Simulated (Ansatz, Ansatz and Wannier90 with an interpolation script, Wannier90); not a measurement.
# G0W0 band structure of PbIF (P4/nmm), part 2 of 2

G0W0 gives levels on a mesh alone; what do the bands of PbIF (P4/nmm) look like between the points?

Ansatz 0.2.0; LDA, Wannier functions and G0W0, plane waves, PAW. Known limits of the many-body steps: not at the basis limit; no spin-orbit coupling; coarse k mesh.

So far. Step 4 (Wannier functions by Wannier90 (F:2p I:5p Pb:6p) on …): Near the gap the model misses directly solved bands by 0.8 meV r.m.s. and by 7 meV at most in the window tested. This tests the starting bands, not the corrections carried with them. Step 5 (G0W0 at every point of the mesh: 4×4×2 mesh, 594 empty …): The gap on the mesh goes from 1.56 eV to 2.80 eV, a correction of +1.24 eV.

## Step 6: Interpolating the corrections (continued)

Minima of the lowest conduction band, from levels solved directly at the displaced points, plus the interpolated correction; masses are left empty at degenerate points, on flat bands and where the interpolated correction rules the curvature; G0W0 masses are rough. Conduction valleys, by row:

```csv
point,k (reciprocal lattice),valleys in the zone,G0W0 level above the valence top (eV),LDA level above the valence top (eV),G0W0 principal masses (m_e),LDA principal masses (m_e)
Z,0.000 0.000 -0.500,1,2.803,1.561,0.315 0.315 0.488,0.302 0.302 0.558
M,-0.500 -0.500 0.000,1,4.009,2.756,-,-
```

Second differences of levels solved directly at the displaced points, plus the interpolated correction, at the quasiparticle band edges; no spin-orbit coupling; left empty where the band is flat or the interpolated correction rules the curvature. Effective masses, by row:

```csv
carrier,point,Cartesian direction,band,LDA mass (m_e),G0W0 mass (m_e)
hole,Z,100,38,0.769,0.776
hole,Z,010,38,0.769,0.776
hole,Z,001,38,0.623,0.655
hole,Z,110,38,0.769,0.776
hole,Z,111,38,0.713,0.731
electron,Z,100,39,0.301,0.315
electron,Z,010,39,0.301,0.315
electron,Z,001,39,0.557,0.487
electron,Z,110,39,0.301,0.315
electron,Z,111,39,0.356,0.357
```

Wannier model on a dense mesh, Gaussian width 0.15 eV. Limits: finite bands, cutoff and mesh; no spin-orbit coupling; coarse k mesh. Table of density of states by energy, zero at the valence-band top of each set; read off at these points; values in states/eV/cell:

```csv
energy (eV),G0W0,LDA
-6.00,0,0
-5.70,0,0
-5.40,0.0196,0.00410
-5.10,4.42,2.82
-4.90,7.20,7.45
-4.80,6.11,6.72
-4.50,3.91,4.04
-4.20,4.71,4.48
-3.80,7.82,7.73
-3.60,9.94,10.2
-3.50,7.78,8.76
-3.20,1.60,1.69
-2.90,0.882,0.808
-2.60,0.741,0.700
-2.30,2.28,2.02
-2.00,5.52,5.35
-1.90,5.90,5.98
-1.70,4.62,5.01
-1.40,4.32,4.36
-1.10,6.23,5.92
-0.80,6.89,7.44
-0.60,7.74,8.15
-0.50,6.75,7.08
-0.10,1.16,0.662
0.00,0.332,0.175
0.20,0.00559,0.00419
0.50,0,0
0.80,0,0
1.10,0,0
1.40,0,0.00364
1.70,0,0.100
2.00,0,0.255
2.30,0,0.858
2.60,0.00150,1.72
2.90,0.0722,3.11
3.20,0.208,3.69
3.60,0.87,3.17
3.90,1.69,4.95
4.20,3.01,4.70
4.50,3.21,5.63
4.80,2.90,7.33
5.10,3.56,3.21
5.40,5.40,0.221
```

Corrections by starting level (eV, on the run's own energy scale, so only their differences matter):

```csv
start,correction
-5.05,−0.72
-4.81,−0.70
-4.28,−0.74
-3.80,−0.68
-3.60,−0.70
-2.93,−0.63
-1.95,−0.69
-1.53,−0.67
-0.91,−0.74
-0.62,−0.68
-0.34,−0.63
1.56,+0.57
3.11,+0.71
3.79,+0.69
4.32,+0.70
4.71,+0.72
5.23,+0.80
```

## Step 7: LDA+SOC bands, for comparison

The many-body steps leave out spin-orbit coupling, so its effect is taken from a two-component run, with twice the bands.

This step: DFT, LDA with spin-orbit coupling, plane waves, PAW.

Input file input.yaml:

```yaml
crystal:
  lattice:
    - [4.2374, 0.0, 0.0]
    - [0.0, 4.2374, 0.0]
    - [0.0, 0.0, 8.8]
  atoms:
    - { symbol: Pb, position: [0.5, 0.0, 0.16392] }
    - { symbol: Pb, position: [0.0, 0.5, 0.83608] }
    - { symbol: I, position: [0.5, 0.0, 0.66297] }
    - { symbol: I, position: [0.0, 0.5, 0.33703] }
    - { symbol: F, position: [0.0, 0.0, 0.0] }
    - { symbol: F, position: [0.5, 0.5, 0.0] }
kpoints:
  mp_grid: { grid: [4, 4, 2] }
  band_path:
    path:
      - [[0.0, 0.0, 0.0], [0.0, 0.5, 0.0], [0.5, 0.5, 0.0], [0.0, 0.0, 0.0], [0.0, 0.0, 0.5], [0.0, 0.5, 0.5], [0.5, 0.5, 0.5], [0.0, 0.0, 0.5]]
      - [[0.0, 0.5, 0.0], [0.0, 0.5, 0.5]]
      - [[0.5, 0.5, 0.0], [0.5, 0.5, 0.5]]
    npoints: 10
hamiltonian:
  xc: lda
scf:
  occupations: { method: fermi_dirac, width: 0.02 }
  n_extra_bands: 12
magnetization:
  noncollinear: true
  spin_orbit: true
output:
  eigenvalues: true
  forces: true
  stress: true
```

Started as:

```
$ ansatz run input.yaml --threads 4 --pin off --max-ram 18432MiB --backend cpu --events-out ev --progress --plain --runs-dir out
```

Elapsed: 83 s, on 4 threads of Arm Neoverse V1, shared host; peak memory 1.8 GiB.

This step gave:

```yaml
pressure: -3.026 GPa
filled_bands: 76
gap: 1.208 eV
valence_top_at: Z
conduction_bottom_at: Z
least_direct_gap: 1.208 eV
```

The gap stands −0.35 eV against LDA.

## Step 8: HSE06 bands, for comparison

This step: DFT, HSE06, plane waves, PAW.

Changes to input.yaml since step 7:

```diff
@@ -21,12 +21,7 @@
 hamiltonian:
-  xc: lda
+  xc: hse06
 scf:
-  occupations: { method: fermi_dirac, width: 0.02 }
-  n_extra_bands: 12
-magnetization:
-  noncollinear: true
-  spin_orbit: true
+  occupations: { method: fixed }
+  n_extra_bands: 6
 output:
   eigenvalues: true
-  forces: true
-  stress: true
```

The job ended after 9.8 min (4 threads; peak memory 2.6 GiB; 37 min of CPU time).

Numbers from this step:

| Item | Value |
| --- | --- |
| filled bands | 38 |
| gap | 2.570 eV |
| valence top at | Z |
| conduction bottom at | Z |
| least direct gap | 2.570 eV |

The gap stands +1.01 eV against LDA.

## Step 9: Results

```
LDA gap                             : 1.56 eV
G0W0 gap over the zone              : 2.80 eV, direct
least direct G0W0 gap, in the model : 2.80 eV
with the spin-orbit change          : 2.45 eV
GW settings                         : 4×4×2 mesh, 594 empty bands, screening to 140 eV
known limits                        : not at the basis limit; no spin-orbit coupling; coarse k mesh
```

**Reading.** The Wannier model follows the LDA bands to under 1 meV r.m.s. near the gap. The G0W0 gap over the zone is 2.80 eV, direct, from Z to Z; on the mesh alone it is 2.80 eV, nearly the same. The valence width in the model goes from 5.06 eV to 5.10 eV. At the band edge the lightest electron mass is 0.30 m_e at the start and 0.32 m_e in G0W0; the G0W0 masses rest on corrections from the 4×4×2 mesh alone and are rough. With a spin-orbit change this large the edge states differ, so these masses aren't the crystal's. LDA+SOC gives a gap of 1.21 eV on the same path, a spin-orbit change of −0.35 eV that would bring the G0W0 gap to 2.45 eV. HSE06 gives a gap of 2.57 eV on the same path. Bands and cutoff are finite, so the gap is not at the basis limit. The miss can reach some tenths of an eV and take either sign; the mesh is an error of its own. Above the frozen window of the model the interpolated levels need not meet the computed ones, even at points of the mesh. The 4×4×2 mesh is coarse for this cell (its supercell is 17 Å along the shortest edge). The RPA ε∞ on it, from the LDA start, is 4.72 and 6.80; such meshes misread the long-range screening, most where the gap is narrow. Where an edge is built on 6p states of lead, bismuth or thallium, scalar-relativistic gaps usually stand too wide, by a few tenths to over one eV.

[Paths, hosts, dates, memory and timing lines, banners, echoed tables and standing remarks are left out of the program output.]

[Logs are printed without paths, hosts, clocks, repeated set-up lines and the standing remarks that a program may print on its own settings, such as how far it seeks lower states.]

[Runs of the session that timed out or met a known fault of the program may be left out.]

[Hosts, paths, dates, database ids (printed as entryN), source tags and the programs' standing remarks are cut or masked in the printed files.]
